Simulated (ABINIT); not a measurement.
# TiO2 (Rutile): G0W0 with ABINIT, start to end

Aim: the G0W0 gap of TiO2 (Rutile) on PBE, step by step.

Method: PBE and many-body steps on it, plane waves, in ABINIT 10.8.3.

**The experiments to reproduce.**

- Gap 3.09 ± 0.06 eV: optical gap from Tauc plot assuming indirect allowed transition; UV/vis diffuse reflectance, Kubelka-Munk and Tauc analysis; film (30 nm ALD shell on quartz particles, grown at 200 C, annealed in air at 500 C; rutile-rich with some anatase) on SiO2 (quartz particles) (“Defect-Mediated Crystallization of the Particulate TiO2 Photocatalyst Grown by Atomic Layer Deposition”, 2024, pmc:11726664).

- Gap 3.28 eV: optical bandgap after anatase to rutile transformation; spectroscopic ellipsometry; film (polycrystalline sol-gel film on Si(100), annealed at high temperature below 800 °C) (“Photocatalytic Performance of Sol-Gel Prepared TiO2 Thin Films Annealed at Various Temperatures”, 2023, pmc:10419699).

- Gap 3.05 eV: band gap; bulk crystal (literature experimental value) (quoted in “Hydrogen related defects in titanium dioxide at the interface to palladium”, 2021, arxiv:2112.05953).

- Gap 3.03 eV: experimental band gap, quoted; bulk crystal (quoted in “Polaron-induced phonon localization and stiffening in rutile TiO2”, 2016, arxiv:1612.05679).

## Step 1: The structure

It takes space group P4_2/mnm (No. 136, tetragonal). Conventional cell: a = 4.592 Å, b = 4.592 Å, c = 2.957 Å, α = 90.00°, β = 90.00°, γ = 90.00°. Nearest to Ti lie 6 O at 1.95 to 1.98 Å. Nearest to O lie 3 Ti at 1.95 to 1.98 Å. Farther neighbours and most contacts between anions are not listed.

The cell and positions come from the Crystallography Open Database and are kept as given unless a step says otherwise.

## Step 2: Ground state

This step: ABINIT 10.8.3; DFT, PBE, plane waves, norm-conserving pseudopotentials.

The ground-state density comes first.

The input, run.abi:

```
acell 3*1.0 Angstrom
rprim 
  4.592200000000 0.000000000000 0.000000000000
  0.000000000000 4.592200000000 0.000000000000
  0.000000000000 0.000000000000 2.957400000000
ntypat 2
znucl 22 8
natom 6
typat 1 1 2 2 2 2
xred 
  0.000000000000 0.000000000000 0.000000000000
  0.500000000000 0.500000000000 0.500000000000
  0.304960000000 0.304960000000 0.000000000000
  0.195040000000 0.804960000000 0.500000000000
  0.695040000000 0.695040000000 0.000000000000
  0.804960000000 0.195040000000 0.500000000000
pp_dirpath "pseudos"
pseudos "Ti.upf, O.upf"
ecut 38
ngkpt 4 4 8
nshiftk 1
shiftk 0 0 0
kptopt 1
chksymbreak 0
nband 31
occopt 1
tolvrs 1e-10
nstep 60
prtwf 0
optforces 0
optstress 0
indata_prefix "in"
outdata_prefix "out"
tmpdata_prefix "tmp"
```

Started as:

```sh
OMP_NUM_THREADS=1 mpirun -n 4 abinit run.abi > log
```

Numbers of over 12 decimals in the logs are rounded to 6 here.

The program printed:

```text
.Version 10.8.3 of ABINIT. v10.8.2 released Aug 2026.

 Symmetries : space group P4_2/m n m (#136); Bravais tP (primitive tetrag.)
================================================================================
 Values of the parameters that define the memory need of the present run
     intxc =       0    ionmov =       0      iscf =       7    lmnmax =       6
     lnmax =       6     mgfft =      50  mpssoang =       3    mqgrid =    3001
     natom =       6  nloc_mem =       1    nspden =       1   nspinor =       1
    nsppol =       1      nsym =      16    n1xccc =    2501    ntypat =       2
    occopt =       1   xclevel =       2
-    mband =          31        mffmem =           1         mkmem =           8
       mpw =        4726          nfft =       80000          nkpt =          30
================================================================================
  Rough estimation (10% accuracy) of disk space for files :
================================================================================

--------------------------------------------------------------------------------
------------- Echo of variables that govern the present computation ------------
--------------------------------------------------------------------------------
 -outvars: echo values of preprocessed input variables --------
            acell      1.8897261259E+00  1.8897261259E+00  1.8897261259E+00 Bohr

      chksymbreak           0
             ecut      3.80000000E+01 Hartree
-          fftalg         312

              ixc     -101130
              kpt      0.00000000E+00  0.00000000E+00  0.00000000E+00
                       2.50000000E-01  0.00000000E+00  0.00000000E+00
                       5.00000000E-01  0.00000000E+00  0.00000000E+00
                       2.50000000E-01  2.50000000E-01  0.00000000E+00
                       5.00000000E-01  2.50000000E-01  0.00000000E+00
                       5.00000000E-01  5.00000000E-01  0.00000000E+00
                       0.00000000E+00  0.00000000E+00  1.25000000E-01
                       2.50000000E-01  0.00000000E+00  1.25000000E-01
                       5.00000000E-01  0.00000000E+00  1.25000000E-01
   [... 19 further rows ...]
                       5.00000000E-01  2.50000000E-01  5.00000000E-01
                       5.00000000E-01  5.00000000E-01  5.00000000E-01
         kptrlatt        4    0    0      0    4    0      0    0    8
          kptrlen      3.47120013E+01
P           mkmem           8
            natom           6
            nband          31
            ngfft          50      50      32
             nkpt          30
            nstep          60
             nsym          16
           ntypat           2
              occ      2.000000  2.000000  2.000000  2.000000  2.000000  2.000000
                       2.000000  2.000000  2.000000  2.000000  2.000000  2.000000
                       2.000000  2.000000  2.000000  2.000000  2.000000  2.000000
                       2.000000  2.000000  2.000000  2.000000  2.000000  2.000000
                       0.000000  0.000000  0.000000  0.000000  0.000000  0.000000
                       0.000000
        optforces           0
        optstress           0
            prtwf           0
            rprim      4.5922000000E+00  0.0000000000E+00  0.0000000000E+00
[...]
spgroup         136

           tolvrs      1.00000000E-10

             xred      0.0000000000E+00  0.0000000000E+00  0.0000000000E+00
[...]
znucl       22.00000    8.00000

================================================================================

 chkinp: Checking input parameters for consistency.

================================================================================
== DATASET  1 ==================================================================
-   mpi_nproc: 4, omp_nthreads: 1 (-1 if OMP is not activated)

--- !DatasetInfo
iteration_state: {dtset: 1, }
dimensions: {natom: 6, nkpt: 30, mband: 31, nsppol: 1, nspinor: 1, nspden: 1, mpw: 4726, }
cutoff_energies: {ecut:  38.0, pawecutdg:  -1.0, }
electrons: {nelect:   4.80000000E+01, charge:   0.00000000E+00, occopt:   1.00000000E+00, tsmear:   1.00000000E-02, }

 Real(R)+Recip(G) space primitive vectors, cartesian coordinates (Bohr,Bohr^-1):
 R(1)=  8.6780003  0.0000000  0.0000000  G(1)=  0.1152339  0.0000000  0.0000000
 R(2)=  0.0000000  8.6780003  0.0000000  G(2)=  0.0000000  0.1152339  0.0000000
 R(3)=  0.0000000  0.0000000  5.5886760  G(3)=  0.0000000  0.0000000  0.1789333
 Unit cell volume ucvol=  4.2087028E+02 bohr^3
 Angles (23,13,12)=  9.00000000E+01  9.00000000E+01  9.00000000E+01 degrees

 getcut: wavevector=  0.0000  0.0000  0.0000  ngfft=  50  50  32
         ecut(hartree)=     38.000   => boxcut(ratio)=   2.06340

--- Pseudopotential description ------------------------------------------------
- Ti Generated using ONCVPSP code by D. R. Hamann
- 22.00000  12.00000  171031                  znucl, zion, pspdat
12 -101130 2 -1 1586                          pspcod,pspxc,lmax,lloc,mmax
     nproj     2     2     2
  pspatm : epsatm=   14.68144553
         --- l  ekb(1:nproj) -->
[...]
pspatm: atomic psp has been read  and splines computed

- O Generated using ONCVPSP code by D. R. Hamann
-  8.00000   6.00000  171031                  znucl, zion, pspdat
12 -101130 2 -1 936                           pspcod,pspxc,lmax,lloc,mmax
     nproj     2     2     1
  pspatm : epsatm=    6.19545534
         --- l  ekb(1:nproj) -->
[...]
2   -1.331955
 pspatm: atomic psp has been read  and splines computed

   2.59894620E+03                                ecore*ucvol(ha*bohr**3)
--------------------------------------------------------------------------------

_setup2: Arith. and geom. avg. npw (full set) are    4710.164    4710.145

================================================================================

--- !BeginCycle
iteration_state: {dtset: 1, }
solver: {iscf: 7, nstep: 60, nline: 4, wfoptalg: 0, }
tolerances: {tolvrs: 1.00E-10, }

     iter   Etot(hartree)      deltaE(h)  residm     vres2
 ETOT  1  -184.23780405991    -1.842E+02 1.774E-01 2.427E+03
 ETOT  2  -168.40694662901     1.583E+01 9.072E-02 4.505E+04
 ETOT  3  -185.06733771596    -1.666E+01 5.710E-02 5.396E+02
 ETOT  4  -185.11133181299    -4.399E-02 3.515E-02 3.718E+02
 ETOT  5  -185.16076004906    -4.943E-02 5.087E-03 1.706E+02
 ETOT  6  -185.19665002475    -3.589E-02 4.993E-03 4.744E+01
 ETOT  7  -185.20975757115    -1.311E-02 5.689E-03 7.544E-01
 ETOT  8  -185.20988846144    -1.309E-04 1.925E-03 3.754E-01
 ETOT  9  -185.20999323765    -1.048E-04 3.693E-03 6.885E-04
 ETOT 10  -185.20999346967    -2.320E-07 1.054E-03 8.134E-05
 ETOT 11  -185.20999351157    -4.190E-08 1.887E-03 1.102E-06
 ETOT 12  -185.20999351226    -6.872E-10 4.657E-04 1.733E-08
 ETOT 13  -185.20999351229    -2.402E-11 8.106E-04 1.246E-08
 ETOT 14  -185.20999351229    -6.992E-12 4.243E-04 1.892E-10
 ETOT 15  -185.20999351229     4.377E-12 8.204E-04 1.068E-10
 ETOT 16  -185.20999351229     1.990E-13 4.645E-04 6.857E-12

 At SCF step   16       vres2   =  6.86E-12 < tolvrs=  1.00E-10 =>converged.

--- !ResultsGS
iteration_state: {dtset: 1, }
comment   : Summary of ground state results
lattice_vectors:
- [  8.6780003,   0.0000000,   0.0000000, ]
- [  0.0000000,   8.6780003,   0.0000000, ]
- [  0.0000000,   0.0000000,   5.5886760, ]
lattice_lengths: [   8.67800,    8.67800,    5.58868, ]
lattice_angles: [ 90.000,  90.000,  90.000, ] # degrees, (23, 13, 12)
lattice_volume:   4.2087028E+02
convergence: {deltae:  1.990E-13, res2:  6.857E-12, residm:  4.645E-04, diffor:  0.000E+00, }
etotal    :  -1.85209994E+02
entropy   :   0.00000000E+00
fermie    :   2.07992628E-01
cartesian_stress_tensor: null
pressure_GPa: null
xred      :
- [  0.0000E+00,   0.0000E+00,   0.0000E+00, Ti]
- [  5.0000E-01,   5.0000E-01,   5.0000E-01, Ti]
- [  3.0496E-01,   3.0496E-01,   0.0000E+00,  O]
- [  1.9504E-01,   8.0496E-01,   5.0000E-01,  O]
- [  6.9504E-01,   6.9504E-01,   0.0000E+00,  O]
- [  8.0496E-01,   1.9504E-01,   5.0000E-01,  O]
cartesian_forces: null
force_length_stats: {min: null, max: null, mean: null, }

 Integrated electronic density in atomic spheres:
 ------------------------------------------------
 Atom  Sphere_radius  Integrated_density
[...]
================================================================================

 ----iterations are completed or convergence reached----

 Mean square residual over all n,k,spin=   13.560E-07; max=  46.447E-05
 reduced coordinates (array xred) for    6 atoms
[...]
0.500000000000      0.500000000000      0.500000000000
       0.304960000000      0.304960000000      0.000000000000
       0.195040000000      0.804960000000      0.500000000000
       0.695040000000      0.695040000000      0.000000000000
       0.804960000000      0.195040000000      0.500000000000
 rms dE/dt=  0.0000E+00; max dE/dt=  0.0000E+00; dE/dt below (all hartree)
    1       0.000000000000      0.000000000000      0.000000000000
    2       0.000000000000      0.000000000000      0.000000000000
    3       0.000000000000      0.000000000000      0.000000000000
    4       0.000000000000      0.000000000000      0.000000000000
    5       0.000000000000      0.000000000000      0.000000000000
    6       0.000000000000      0.000000000000      0.000000000000

 cartesian coordinates (angstrom) at end:
    1      0.000000     0.000000     0.000000
    2      2.296100     2.296100     1.478700
    3      1.400437     1.400437     0.000000
    4      0.895663     3.696537     1.478700
    5      3.191763     3.191763     0.000000
    6      3.696537     0.895663     1.478700
 length scales=  1.889726125908  1.889726125908  1.889726125908 bohr
              =  1.000000000000  1.000000000000  1.000000000000 angstroms
 prteigrs : about to open file out_EIG
 Fermi (or HOMO) energy (hartree) =   0.20799   Average Vxc (hartree)=  -0.42239
 Eigenvalues (hartree) for nkpt=  30  k points:
 kpt#   1, nband= 31, wtk=  0.00781, kpt=  0.0000  0.0000  0.0000 (reduced coord)
  -1.88167   -1.88104   -1.01196   -1.01196   -1.00585   -1.00585   -1.00431   -1.00306
  -0.45917   -0.41623   -0.38859   -0.38859   -0.00405    0.01113    0.02781    0.06715
   0.06715    0.11434    0.11434    0.13502    0.18181    0.19139    0.19139    0.20799
   0.27843    0.28955    0.29815    0.30160    0.30160    0.37163    0.37784
 prteigrs : prtvol=0 or 1, do not print more k-points.

--- !EnergyTerms
iteration_state     : {dtset: 1, }
comment             : Components of total free energy in Hartree
kinetic             :  9.00957221988340E+01
hartree             :  4.27092651039376E+01
xc                  : -3.41695358224524E+01
Ewald energy        : -1.32190796511257E+02
psp_core            :  6.17517158894087E+00
local_psp           : -1.49407088145651E+02
non_local_psp       : -8.42273192463967E+00
total_energy        : -1.85209993512287E+02
total_energy_eV     : -5.03982067007849E+03
band_energy         : -2.04926177772664E+01

== END DATASET(S) ==============================================================
================================================================================

 -outvars: echo values of variables after computation  --------
           etotal     -1.8520999351E+02
            nband          31
             nkpt          30
          spgroup         136
 [... the other variables as echoed above ...]

 Calculation completed.
```

Elapsed: 64 s, on 4 MPI ranks of Arm Neoverse V2, shared host; peak memory 0.36 GiB.

This step gave:

```yaml
total_energy: -5039.8207 eV
gap: 1.917 eV
k_of_the_valence_top: 0, 0, 0
k_of_the_conduction_bottom: 0, 0, 0
least_direct_gap: 1.917 eV
```

The gap is direct, at Γ.

(Part 1 of 3 ends here.)

[Paths, hosts, dates, memory and timing lines, banners, echoed tables and standing remarks are left out of the program output.]

[Logs are printed without paths, hosts, clocks, repeated set-up lines and the standing remarks that a program may print on its own settings, such as how far it seeks lower states.]

[Runs of the session that timed out or met a known fault of the program may be left out.]

[Hosts, paths, dates, database ids (printed as entryN), source tags and the programs' standing remarks are cut or masked in the printed files.]

[G0W0 gaps are taken among the corrected bands and points alone; a level outside them can change the order at an edge.]

[Where Ansatz stands beside ABINIT at settings called matched, ABINIT's density can come from a denser mesh and the files from another edition; pairs whose starting gaps differed by over 0.03 eV were left out, so agreement reads better than it is.]
